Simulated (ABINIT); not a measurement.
# Ba2TaBiO6 (R-3): G0W0 in ABINIT against the bands in the self-energy, part 2 of 2

Wanted: the cheapest bands in the self-energy that holds the gap of Ba2TaBiO6 (R-3).

ABINIT 10.8.3; LDA and many-body steps on it, plane waves. Known limits of the many-body steps: not at the basis limit; exchange with frozen shells missing; no spin-orbit coupling; coarse k mesh.

So far. Step 2 (Screening, 2×2×2 mesh, 469 bands, screening to 217.7 eV): Local fields lower ε∞ by 9 %. On a Γ-centred mesh this coarse the value itself is usually too large, while a short band sum pulls it down.

### 6. 150 bands

Level of this step: G0W0 on LDA, plane waves, norm-conserving pseudopotentials (ABINIT).

The self-energy is evaluated for the states that the input lists, and the levels follow from it, in one-shot runs by the linearised quasiparticle equation.

Input file run.abi:

```
acell 3*1.0 Angstrom
rprim 
  3.075626834241 1.775713980676 4.956223105800
  -3.075626834241 1.775713980676 4.956223105800
  0.000000000000 -3.551427961352 4.956223105800
ntypat 4
znucl 56 73 83 8
natom 10
typat 1 1 2 3 4 4 4 4 4 4
xred 
  0.748816000000 0.748816000000 0.748816000000
  0.251184000000 0.251184000000 0.251184000000
  0.500000000000 0.500000000000 0.500000000000
  0.000000000000 0.000000000000 0.000000000000
  0.725510000000 0.218856000000 0.322035000000
  0.218856000000 0.322035000000 0.725510000000
  0.322035000000 0.725510000000 0.218856000000
  0.274490000000 0.781144000000 0.677965000000
  0.677965000000 0.274490000000 0.781144000000
  0.781144000000 0.677965000000 0.274490000000
pp_dirpath "pseudos"
pseudos "Ba.upf, Ta.upf, Bi.upf, O.upf"
ecut 36
ngkpt 2 2 2
nshiftk 1
shiftk 0 0 0
kptopt 1
chksymbreak 0
istwfk *1
occopt 1
irdwfk 1
optdriver 4
nband 150
gwcalctyp 0
ecutsigx 36
symsigma 1
nkptgw 3
kptgw 
  0.5000000000 0.5000000000 0.5000000000
  0.5000000000 0.0000000000 0.0000000000
  0.0000000000 0.0000000000 0.0000000000
bdgw 
  41 45
  41 44
  40 44
ecuteps 8
irdscr 1
ppmodel 1
indata_prefix "in"
outdata_prefix "out"
tmpdata_prefix "tmp"
```

Command:

```sh
> OMP_NUM_THREADS=1 mpirun -n 8 abinit run.abi > log
```

Output:

```text
.Version 10.8.3 of ABINIT. v10.8.2 released Aug 2026.

 Symmetries : space group R-3 (#148); Bravais hR (rhombohedral)
[... echo of the input left out ...]
== DATASET  1 ==================================================================
-   mpi_nproc: 8, omp_nthreads: 1 (-1 if OMP is not activated)

--- !DatasetInfo
iteration_state: {dtset: 1, }
dimensions: {natom: 10, nkpt: 4, mband: 150, nsppol: 1, nspinor: 1, nspden: 1, mpw: 11312, }
cutoff_energies: {ecut:  36.0, pawecutdg:  -1.0, }
[...]
Band     E0 <VxcDFT>   SigX SigC(E0)      Z dSigC/dE  Sig(E)    E-E0       E
[...]
43   9.016 -13.028  -8.888  -2.679   0.829  -0.206 -11.816   1.211  10.227
       44   9.195 -15.313  -9.486  -3.507   0.816  -0.226 -13.421   1.892  11.088

== END DATASET(S) ==============================================================
================================================================================

 -outvars: echo values of variables after computation  --------
           etotal      0.0000000000E+00
            nband         150
             nkpt           4
          spgroup         148
 [... the other variables as echoed above ...]

 Calculation completed.
```

Elapsed: 91 s, on 8 MPI ranks of AMD EPYC 9B14 (Zen 4), shared host; peak memory 5.2 GiB.

This step gave:

| Quantity | Value |
| --- | --- |
| G0W0 gap on the points computed | 3.541 eV |
| starting gap on the mesh | 2.566 eV |
| k of the valence top | 0.5, 0.5, 0.5 |
| k of the conduction bottom | 0.5, 0, 0 |
| least direct G0W0 gap on the computed points | 3.577 eV |

The gap on the mesh goes from 2.57 eV to 3.54 eV, a correction of +0.97 eV.

### 7. 292 bands

run.abi, as its differences from that of step 6:

```diff
@@ -32,3 +32,3 @@
 optdriver 4
-nband 150
+nband 292
 gwcalctyp 0
```

Output:

```text
.Version 10.8.3 of ABINIT. v10.8.2 released Aug 2026.

 Symmetries : space group R-3 (#148); Bravais hR (rhombohedral)
[... echo of the input left out ...]
== DATASET  1 ==================================================================
-   mpi_nproc: 8, omp_nthreads: 1 (-1 if OMP is not activated)

--- !DatasetInfo
iteration_state: {dtset: 1, }
dimensions: {natom: 10, nkpt: 4, mband: 292, nsppol: 1, nspinor: 1, nspden: 1, mpw: 11312, }
cutoff_energies: {ecut:  36.0, pawecutdg:  -1.0, }
[...]
Band     E0 <VxcDFT>   SigX SigC(E0)      Z dSigC/dE  Sig(E)    E-E0       E
[...]
43   9.016 -13.028  -8.888  -3.030   0.826  -0.210 -12.110   0.917   9.933
       44   9.195 -15.313  -9.486  -4.004   0.812  -0.231 -13.833   1.480  10.675

== END DATASET(S) ==============================================================
================================================================================

 -outvars: echo values of variables after computation  --------
           etotal      0.0000000000E+00
            nband         292
             nkpt           4
          spgroup         148
 [... the other variables as echoed above ...]

 Calculation completed.
```

The job ended after 2.8 min (8 MPI ranks; peak memory 6.2 GiB).

Numbers from this step:

```yaml
g0w0_gap_on_the_points_computed: 3.594 eV
starting_gap_on_the_mesh: 2.566 eV
k_of_the_valence_top: 0.5, 0.5, 0.5
k_of_the_conduction_bottom: 0.5, 0, 0
least_direct_g0w0_gap_on_the_computed_points: 3.630 eV
```

Against the run before, the gap moves by +0.053 eV.

### 8. 469 bands

run.abi, as its differences from that of step 7:

```diff
@@ -32,3 +32,3 @@
 optdriver 4
-nband 292
+nband 469
 gwcalctyp 0
```

Output:

```text
.Version 10.8.3 of ABINIT. v10.8.2 released Aug 2026.

 Symmetries : space group R-3 (#148); Bravais hR (rhombohedral)
[... echo of the input left out ...]
== DATASET  1 ==================================================================
-   mpi_nproc: 8, omp_nthreads: 1 (-1 if OMP is not activated)

--- !DatasetInfo
iteration_state: {dtset: 1, }
dimensions: {natom: 10, nkpt: 4, mband: 469, nsppol: 1, nspinor: 1, nspden: 1, mpw: 11312, }
cutoff_energies: {ecut:  36.0, pawecutdg:  -1.0, }
[...]
Band     E0 <VxcDFT>   SigX SigC(E0)      Z dSigC/dE  Sig(E)    E-E0       E
[...]
43   9.016 -13.028  -8.888  -3.166   0.825  -0.212 -12.223   0.804   9.820
       44   9.195 -15.313  -9.486  -4.219   0.811  -0.233 -14.010   1.303  10.499

== END DATASET(S) ==============================================================
================================================================================

 -outvars: echo values of variables after computation  --------
           etotal      0.0000000000E+00
            nband         469
             nkpt           4
          spgroup         148
 [... the other variables as echoed above ...]

 Calculation completed.
```

The job ended after 4.4 min (8 MPI ranks; peak memory 7.2 GiB; 35 min of CPU time).

Numbers from this step:

```yaml
g0w0_gap_on_the_points_computed: 3.637 eV
starting_gap_on_the_mesh: 2.566 eV
k_of_the_valence_top: 0.5, 0.5, 0.5
k_of_the_conduction_bottom: 0.5, 0, 0
least_direct_g0w0_gap_on_the_computed_points: 3.673 eV
```

Against the run before, the gap moves by +0.043 eV.

### 9. The runs together

Times are wall times on 8 MPI ranks of AMD EPYC 9B14 (Zen 4), shared host, good to a factor of about two. A run's time includes the screening step that it read.

```
      run   mesh  bands  screening cutoff (eV)  DFT gap (eV)  gap on the mesh (eV)  direct (eV)  ε∞ used     time
 50 bands  2×2×2     50                  217.7         2.566                 3.700        3.726     6.53  5.4 min
 55 bands  2×2×2     55                  217.7         2.566                 3.609        3.633     6.53  5.4 min
 80 bands  2×2×2     80                  217.7         2.566                 3.604        3.641     6.53  5.6 min
150 bands  2×2×2    150                  217.7         2.566                 3.541        3.577     6.53  6.3 min
292 bands  2×2×2    292                  217.7         2.566                 3.594        3.630     6.53  7.5 min
469 bands  2×2×2    469                  217.7         2.566                 3.637        3.673     6.53  9.2 min
```

### 10. Summary of results

| Item | Value |
| --- | --- |
| 50 bands | 3.700 eV |
| 55 bands | 3.609 eV |
| 80 bands | 3.604 eV |
| 150 bands | 3.541 eV |
| 292 bands | 3.594 eV |
| 469 bands | 3.637 eV |
| known limits | not at the basis limit; exchange with frozen shells missing; no spin-orbit coupling; coarse k mesh |

The setting moved: bands in the self-energy. From 50 bands to 469 bands the gap moves by −0.06 eV, not steadily: it passes through 3.54 eV. The last step still moves it by +0.043 eV. Bands and screening cutoff are coupled, so a series along one setting does not show full convergence. Bands and cutoff are finite, so the gap is not at the basis limit. The miss can reach some tenths of an eV and take either sign; the mesh is an error of its own. In the first G0W0 run levels were corrected at 3 k points alone, so a gap called «on the mesh» is the least over those, and an edge elsewhere would be missed. The 2×2×2 mesh is coarse for this cell, which bears on the long-range parts of exchange and screening. Where an edge is built on 6p states of lead, bismuth or thallium, scalar-relativistic gaps usually stand too wide, by a few tenths to over one eV. The norm-conserving file of at least one element keeps a d shell over frozen s and p shells of the same row. Exchange with those shells is missing from the self-energy, an error of 0.3 to 0.9 eV in cases checked, whose sign depends on which edge lies on those atoms. The many-body steps are scalar-relativistic: spin-orbit coupling is not in them.

[Paths, hosts, dates, memory and timing lines, banners, echoed tables and standing remarks are left out of the program output.]

[Logs are printed without paths, hosts, clocks, repeated set-up lines and the standing remarks that a program may print on its own settings, such as how far it seeks lower states.]

[Runs of the session that timed out or met a known fault of the program may be left out.]

[No measured gap is set beside runs whose start may be inverted or whose files or cutoffs have a known fault.]

[Hosts, paths, dates, database ids (printed as entryN), source tags and the programs' standing remarks are cut or masked in the printed files.]

[G0W0 gaps are taken among the corrected bands and points alone; a level outside them can change the order at an edge.]

[Where Ansatz stands beside ABINIT at settings called matched, ABINIT's density can come from a denser mesh and the files from another edition; pairs whose starting gaps differed by over 0.03 eV were left out, so agreement reads better than it is.]
